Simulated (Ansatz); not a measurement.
# Relaxing generalised stacking fault on (111) (glide set) of a Ge-Sn solid solution (48 atoms), part 2 of 2

How does generalised stacking fault on (111) (glide set) of a Ge-Sn solid solution (48 atoms) relax, and what do bonds, charges and levels look like afterwards?

Ansatz 0.2.0; Kohn-Sham DFT, PBE, PAW (set soft_2), plane waves.

The cell: 34 Ge and 14 Sn. Atoms were free to move along the slip. The host structure and its lattice constant were typed by rule, without a check against the phase diagram.

So far. Step 3 (Relaxation): The relaxation changed the energy by -250 meV/atom, and atoms moved by 0.25 Å r.m.s., 0.48 Å at most.

## 5. Single point at the relaxed geometry

One more single point at the end of the walk gives the fuller output and checks the residual forces.

Input file input.yaml:

```yaml
crystal:
  lattice:
    - [8.33424, 0.0, 0.0]
    - [0.0, 7.21767, 0.0]
    - [3.47263, 0.0, 20.51464]
  atoms:
    - { symbol: Ge, position: [0.79332, 0.4921, 0.00701] }
    - { symbol: Sn, position: [0.73191, 0.49433, 0.13489] }
    - { symbol: Sn, position: [0.69105, 0.84146, 0.19312] }
    - { symbol: Ge, position: [0.64346, 0.84654, 0.3202] }
    [... 38 atom lines left out ...]
    - { symbol: Sn, position: [0.70127, 0.3515, 0.68768] }
    - { symbol: Ge, position: [0.6497, 0.32713, 0.81351] }
    - { symbol: Sn, position: [0.62046, 0.67357, 0.85072] }
    - { symbol: Ge, position: [0.56278, 0.67137, 0.97879] }
    - { symbol: Ge, position: [0.87566, 0.16175, 0.84926] }
    - { symbol: Ge, position: [0.80403, 0.16304, 0.97118] }
kpoints:
  mp_grid: { grid: [2, 2, 1] }
hamiltonian:
  xc: pbe
scf:
  occupations: { method: fermi_dirac, width: 0.05 }
output:
  forces: true
  stress: true
  populations: true
  dos:
    method: { smearing: { sigma: 0.15 } }
    de: 0.1
    projected: { site_lists: { Ge: [Ge], Sn: [Sn] } }
  eigenvalues: true
  write_density: true
  write_potential: true
  volumetric_format: npy
```

Command:

```
$ ansatz run input.yaml --threads 4 --pin off --max-ram 8192MiB --backend cpu --events-out ev --progress --plain --runs-dir out
```

Numbers of over 12 decimals in the logs are rounded to 6 here.

The log of the run:

```text
[...]
Crystal: 48 atoms, lattice volume = 1234.033 Å³
Basis set: ecut = 420 eV, 24135 PW (Γ), exchange–correlation on 120×100×288 points (8 copies of the dense FFT grid, shifted against one another)
Bands: 404, of which v1, the nominal top of the filled ones, is band 336 counted from 1 (335 counted from 0)
Symmetry: 1 space group operations
[...]
k-points: 4
[...]
SCF iter   1: F=—  HF=-230364.282562 eV  |F-HF|=—  |Δ(HF+E_count)|=         —  Δρ=1.64e-3  dr2=7.07e-2  ethr=1.77e-3  ⟨swp⟩=6.0  Hψ=6009  notcnv=0  defer=59
[...]
SCF iter   8: F=-230364.252157 eV  HF=-230364.252157 eV  |F-HF|=3.11e-9  |Δ(HF+E_count)|=   1.62e-7  Δρ=9.86e-7  dr2=2.14e-8  ethr=1.49e-11  ⟨swp⟩=14.5  Hψ=12133  notcnv=0
SCF 1 converged in 8 iterations: F = -230364.252157 eV  dr2 = 2.14e-8
[...]
SCF converged after 8 iterations
Free energy (F): -230364.252157 eV
[...]
Internal energy: -230364.191500 eV  (E = F + TS)
E sigma→0 (E₀):  -230364.221828 eV
Entropy (-TS):   -0.060657 eV (-1.264 meV/atom)
Fermi energy:    8.413765 eV
[...]
--- Forces (eV/Å), atoms counted from 1 ---
  atom   1  Ge    -0.00057475    -0.00065035     0.00037050
  atom   2  Sn     0.00003692     0.00010685     0.00096360
  atom   3  Sn    -0.00094572    -0.00016474    -0.00099838
  atom   4  Ge    -0.00070493    -0.00082919     0.00089757
  atom   5  Sn    -0.00175517    -0.00029996     0.00261454
  atom   6  Ge    -0.00045157    -0.00018526    -0.00106080
  atom   7  Ge    -0.00160760    -0.00081042     0.00080025
  atom   8  Ge     0.00079121     0.00101740     0.00043386
  atom   9  Ge    -0.00308264    -0.00219444     0.00053452
  atom  10  Ge     0.00163659     0.00032774    -0.00155885
  atom  11  Sn    -0.00002140     0.00239032     0.00086454
  atom  12  Ge    -0.00097217     0.00117854     0.00161961
  atom  13  Sn    -0.00024753    -0.00074763    -0.00181883
  atom  14  Sn    -0.00073915    -0.00150505     0.00144640
[...]
atom  47  Ge     0.00056869    -0.00174186    -0.00201761
  atom  48  Ge     0.00273807     0.00346768    -0.00245091
  max |Σ_I F_I| component: 1.11e-6 eV/Å
--- Stress (GPa, compression-positive) ---
        5.017588      -0.244077       0.964767
       -0.244077       3.186744      -0.127577
        0.964767      -0.127577       3.437574
  P = ⅓ Tr σ = 3.8806 GPa (38.806 kbar)
--- Band table (eV) ---
[...]
--- Löwdin populations: 48 sites ---
  site symbol       q [e]
     0     Ge     14.0427
     1     Sn     13.8500
     2     Sn     13.8503
[...]
47     Ge     13.9684
  spilling = 0.001548 (of n_electrons = 672.000000)
```

Run time: 2.1 min. Hardware: 4 threads of Arm Neoverse V1, shared host; peak memory 5.3 GiB.

Read from the output:

```yaml
free_energy: -230364.2522 eV
free_energy_per_atom: -4799.2553 eV/atom
scf_cycles: 8
pressure: 3.881 GPa
r_m_s_force_component: 0.00127 eV/Å
longest_force: 0.00505 eV/Å
fermi_energy: 8.414 eV
levels_partly_filled_by_over_2_per_cent: 4
spilling_of_the_projection: 0.001548
```

Löwdin charges by element (they lack the spilled electrons, 0.022 e an atom on average):

```tsv
element	coordination	atoms	mean charge (e)	spread	least	most
Ge	all	34	-0.0556	0.0621	-0.199	0.0424
Sn	all	14	0.209	0.0489	0.137	0.300
```

States in the cell by windows of 1 eV, zero at the Fermi level; the larger projections on atomic orbitals stand beside the total:

```tsv
from (eV)	to (eV)	total	Ge p	Sn p	Ge s	Sn s
-10	-9	16.1	3.4	1.2	8.2	3.2
-9	-8	8.1	2.0	0.6	3.3	2.1
-8	-7	17.5	5.6	1.9	6.9	2.9
-7	-6	13.6	4.5	1.5	4.0	3.4
-6	-5	7.6	2.8	0.8	2.2	1.7
-5	-4	7.0	3.7	1.0	1.5	0.9
-4	-3	29.6	20.9	6.3	1.4	0.9
-3	-2	31.2	22.3	7.6	0.7	0.4
-2	-1	26.6	16.7	9.1	0.5	0.2
-1	0	9.1	5.3	2.8	0.7	0.2
0	1	11.2	4.9	2.0	2.8	0.8
1	2	24.7	11.0	4.9	5.0	2.1
2	3	28.7	13.8	5.8	4.2	2.2
3	4	32.6	16.9	8.4	1.9	1.0
```

Between -26 and -10 eV lie 506 more states.

The levels nearest the highest filled one (over half full), pooled over k-points and spins:

```tsv
level less the highest filled one (eV)	occupation
-0.416	2
-0.343	2.00
-0.289	2.00
-0.221	1.99
-0.0094	1.52
0	1.45
0.0972	0.548
0.111	0.444
0.249	0.036
0.309	0.011
0.455	0.001
0.487	0
```

Electrostatic potential energy in the ca plane at fractional y = 0.162, with atoms of Ge and Sn within 0.2 Å of it. With pseudopotentials it is smooth inside the atoms' cores, unlike the true potential.

Ten even steps from '0' (-22 eV) to '9' (12 eV), each cell a mean:
```
88999986677899999998778898732368999999999999
89999987778899999999999999987789999999999999
58999998888999999889999999998889999999999999
27999999999999999989999999998888999999999999
16999999999999999998899999998778999988889999
27999999999999999986668999998888999988888999
68999999999999999851015899888889999988788899
89999999999999999830001687535789999998888999
88999999999999999840000574000379999999999999
88899999999999999962001673000058999999999999
88899998888889999987445885000058999999999999
89999998877789999888888997410379999999999999
78999998877789998888999999876789999999999999
47999999988889998888999999998888999999999999
64899999999899999888999999998777899999999999
74799999999999999988889999998767899988889999
45899999999999999875567999998777899887788999
57899999999999999744544798877888999987788999
88999999999999999648994587422589999988888999
89999999999999999748997475100158999999999999
88999988889999999854884575000038999999999999
88999987678899999975334787200038999999999999
```
Columns run along c (16.0 Å, from fractional 0.00 to 0.77 of the cell; values clipped at the 3rd and 97th percentile), rows up along a (8.3 Å). Atoms in or near the plane, at fractional coordinates: Ge at (0.36, 0.62), Ge at (0.48, 0.54), Sn at (0.36, 0.11), Ge at (0.48, 0.06).

Valence density in the ca plane at fractional y = 0.162, with atoms of Ge and Sn within 0.2 Å of it. It is the smooth field of the valence electrons, not physical close to the nuclei.

Ten steps, logarithmic in the rise over the least value, from '0' (0 e/Å³) to '9' (33 e/Å³), each cell a mean:
```
10000001111100000001110000122210000000000000
10000001111100000000000000011110000000000000
11000000010000000000000000001100000000000000
31000000000000000000000000000100000000000000
31000000000000000001000000000100000001110000
21000000000000000011110000000100000011111000
11000000000000000013431100111100000001111000
10000000000000000026983111222110000001111000
00000000000000000026994212465210000000000000
00000000000000000013553212698410000000000000
00000000111100000011221112488410000000000000
10000001111100000011110001233210000000000000
10000001111110000011000000111110000000000000
21000000111100000010000000001110000000000000
42000000000000000011000000001111000000000000
52000000000000000011100000001111000011110000
42000000000000000011211000001111000011111000
21000000000000000124442100111111000011111000
10000000000000000136764211233210000001111000
00000000000000000136775212377410000000000000
00000001110000000024664212499621000000000000
00000001111100000011232111267521000000000000
```
Columns run along c (16.0 Å, from fractional 0.00 to 0.77 of the cell), rows up along a (8.3 Å). Atoms in or near the plane, at fractional coordinates: Ge at (0.36, 0.62), Ge at (0.48, 0.54), Sn at (0.36, 0.11), Ge at (0.48, 0.06).

Mean Löwdin charges: Ge -0.06, Sn +0.21 e. Charges this small depend on the projection, at times even in sign. Within 0.4 eV of the Fermi level the largest share is Ge p (50 % of the projected weight).

The surroundings of Ge23, picked at random, nearest first, numbered as they follow in the input and with coordinates relative to it.

```tsv
atom	x	y	z	distance (Å)	Löwdin charge (e)
Ge23	0.00	0.00	0.00	0.00	-0.11
Ge6	1.93	1.23	-0.85	2.44	-0.11
Ge24	-0.25	0.00	2.46	2.48	-0.05
Sn2	-2.05	1.11	-1.15	2.60	0.15
Sn22	0.02	-2.39	-1.07	2.62	0.22
Sn11	4.03	-0.15	-0.16	4.04	0.23
Ge25	-0.17	2.32	3.32	4.05	0.04
Sn27	1.90	-1.23	3.37	4.06	0.30
Ge7	2.04	3.53	-0.06	4.08	-0.03
Sn3	-2.19	-3.60	0.04	4.21	0.15
Ge7	2.04	-3.69	-0.06	4.22	-0.03
Sn3	-2.19	3.62	0.04	4.22	0.15
Ge15	-2.24	-1.21	3.39	4.24	0.04
Sn5	2.11	1.25	-3.47	4.25	0.22
Sn11	-4.30	-0.15	-0.16	4.31	0.23
Ge1	-1.98	1.09	-3.78	4.40	-0.04
Ge21	-0.06	-2.53	-3.69	4.47	-0.12
```

## 6. Summary of results

* energy change in the relaxation: -249.7 meV/atom
* r.m.s. displacement: 0.249 Å
* largest displacement: 0.479 Å
* free energy per atom: -4799.2553 eV/atom
* density: 5.559 g/cm³
* pressure: 3.881 GPa
* r.m.s. force component: 0.00127 eV/Å
* wall time of the 3 DFT runs: 8.7 min

**Reading.** Relaxation lowers the energy by 250 meV/atom and moves atoms by 0.25 Å r.m.s.; the r.m.s. force component goes from 2.2 to 0.0013 eV/Å. Layers on the two sides of the fault moved in opposite directions along the plane, so much of the imposed slip has spread into a shear of the crystal. First to last step the energy falls by 11.983 eV; the largest move, 0.48 Å, is that of Ge9. Counting bands leaves a spacing of only 0.097 eV (on the run's k-points), which the smearing bridges: 4 levels are partly filled by over 2 %, so a gap, if any, is small at this level.

**Limits.** Atoms were free to move along the slip, so the relaxation can undo part or all of it. The pressure of 3.9 GPa says that the cell would expand at this level of theory.

[Logs are printed without paths, hosts, clocks, repeated set-up lines and the standing remarks that a program may print on its own settings, such as how far it seeks lower states.]

[Hosts, paths, dates, database ids (printed as entryN), source tags and the programs' standing remarks are cut or masked in the printed files.]
